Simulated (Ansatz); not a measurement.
Rows from a G0W0 calculation on SiC (F-43m) (Ansatz 0.2.0; G0W0 on PBE, plane waves, PAW; PAW set soft_1; 8×8×8 mesh, 86 empty bands, screening to 150 eV, PAW set soft_1 files), in eV. Spin-orbit coupling is left out.

```csv
row,k,band,start,Σx,Σc at the solution,Vxc
A,Γ,c2,16.788,-8.155,-5.180,-13.931
B,"(0.000, -0.500, -0.500)",v1,6.292,-18.529,2.915,-14.785
C,Γ,v1,9.483,-18.306,1.958,-15.734
D,"(0.000, -0.500, -0.500)",c1,10.842,-7.207,-3.939,-11.359
E,"(0.000, -0.500, -0.500)",c2,13.809,-7.492,-4.450,-12.341
F,Γ,c1,15.688,-9.682,-5.254,-15.434
```

Q: Work out each quasiparticle level and how far it moved.

The quasiparticle equation reads E = start + Σx + Σc(E) − Vxc.

```csv
row,E (eV),shift (eV)
A,17.384,+0.596
B,5.462,−0.829
C,8.868,−0.614
D,11.055,+0.213
E,14.208,+0.399
F,16.186,+0.498
```

Limits: not at the basis limit.

[Paths, hosts, dates, memory and timing lines, banners, echoed tables and standing remarks are left out of the program output.]

[Logs are printed without paths, hosts, clocks, repeated set-up lines and the standing remarks that a program may print on its own settings, such as how far it seeks lower states.]

[Runs of the session that timed out or met a known fault of the program may be left out.]

[Cells called generated may have been cut or substituted from an entry of the Crystallography Open Database or the Materials Project.]

[Hosts, paths, dates, database ids (printed as entryN), source tags and the programs' standing remarks are cut or masked in the printed files.]
